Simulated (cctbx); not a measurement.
## Interatomic vectors of La3LuSb3

Space group C2 (no. 5), a = 13.4360 Å, b = 9.5860 Å, c = 9.5283 Å, α = 90.00°, β = 134.30°, γ = 90.00°, content Lu4 La12 Sb12.

The data are simulated with cctbx, not measured: Ag Kα, λ = 0.56087 Å, to d = 0.7 Å, 95 % of the full sphere, strongest reflection 40000 counts, noise from counting, a 4 % proportional error and a noise floor of 8 counts (s.d.); no absorption.

Patterson synthesis from sharpened amplitudes, origin scaled to 1000:

```text
Patterson group C 1 2/m 1
      u       v       w   height  length (A)
  0.000   0.000   0.000   1000.0     0.00
  0.250   0.250   0.000    132.8     4.13
  0.140   0.500   0.495    132.8     6.03
  0.115   0.381   0.368    128.8     4.53
  0.062   0.325   0.004    128.5     3.21
  0.250   0.250   0.500    128.2     4.17
  0.062   0.062   0.371    124.9     3.07
  0.251   0.119   0.864    123.3     4.52
  0.114   0.250   0.721    120.4     4.57
  0.177   0.429   0.737    115.4     6.10
  0.068   0.314   0.133    111.0     3.14
  0.179   0.434   0.614    106.0     7.00
  0.250   0.105   0.629    105.7     6.42
  0.122   0.253   0.498    101.2     4.50
```

Q: Assign the vectors.

A peak at u stands for all pairs with xi − xj = u, with weight Σ ZiZj against Σ Z² = 90364 at the origin. Peak heights follow these weights only roughly, since form factors, motion and series ripples differ, all vectors within 0.55 Å of a peak are counted as merged into it though the farther ones add only part of their weight, and F(000) is left out, which lowers the whole map:

| u | v | w | shortest length (Å) | height | 1000 ΣZiZj/ΣZ² | pairs in the cell |
| --- | --- | --- | --- | --- | --- | --- |
| 0.250 | 0.250 | 0.000 | 4.13 | 133 | 179 | 4 × Lu–La |
| 0.140 | 0.500 | 0.495 | 3.75 | 133 | 112 | 2 × Lu–Lu |
| 0.115 | 0.381 | 0.368 | 4.52 | 129 | 147 | 2 × Lu–La, 2 × Sb–Sb |
| 0.062 | 0.325 | 0.004 | 3.22 | 128 | 129 | 4 × La–Sb |
| 0.250 | 0.250 | 0.500 | 4.17 | 128 | 144 | 4 × La–La |
| 0.062 | 0.062 | 0.371 | 3.07 | 125 | 144 | 2 × Lu–Sb, 2 × La–Sb |
| 0.251 | 0.119 | 0.864 | 4.49 | 123 | 147 | 2 × Lu–La, 2 × Sb–Sb |
| 0.114 | 0.250 | 0.721 | 4.52 | 120 | 129 | 2 × La–La, 2 × Sb–Sb |
| 0.177 | 0.429 | 0.737 | 3.22 | 115 | 144 | 2 × Lu–Sb, 2 × La–Sb |
| 0.068 | 0.314 | 0.133 | 3.14 | 111 | 144 | 2 × Lu–Sb, 2 × La–Sb |

The table stops at ten peaks or at a height of 45, below which ripples compete. In the model behind the data Lu, the heaviest element, has 1 independent site: (0.8198, 0.9315, 0.2476), up to an allowed shift of origin; the Lu–Lu vectors are differences of these positions and their symmetry mates. The whole model:

| atom | mult. | x | y | z | Ueq (Å²) |
| --- | --- | --- | --- | --- | --- |
| Lu1 | 4 | 0.8198 | 0.9315 | 0.2476 | 0.0160 |
| La1 | 4 | 0.4303 | 0.8200 | 0.6053 | 0.0139 |
| La2 | 4 | 0.9275 | 0.6699 | 0.7487 | 0.0248 |
| La3 | 4 | 0.6738 | 0.5739 | 0.1039 | 0.0149 |
| Sb1 | 4 | 0.7549 | 0.7429 | 0.8828 | 0.0111 |
| Sb2 | 4 | 0.8763 | 0.9966 | 0.6083 | 0.0098 |
| Sb3 | 2 | 0 | 0.3707 | 0 | 0.0253 |
| Sb4 | 2 | 0 | 0.6343 | 1/2 | 0.0102 |

The model was made for the exercise: a known structure type with other elements put in, its volume estimated, not relaxed; displacement parameters are assumed.

[Logs are printed without paths, hosts, clocks, repeated set-up lines and the standing remarks that a program may print on its own settings, such as how far it seeks lower states.]
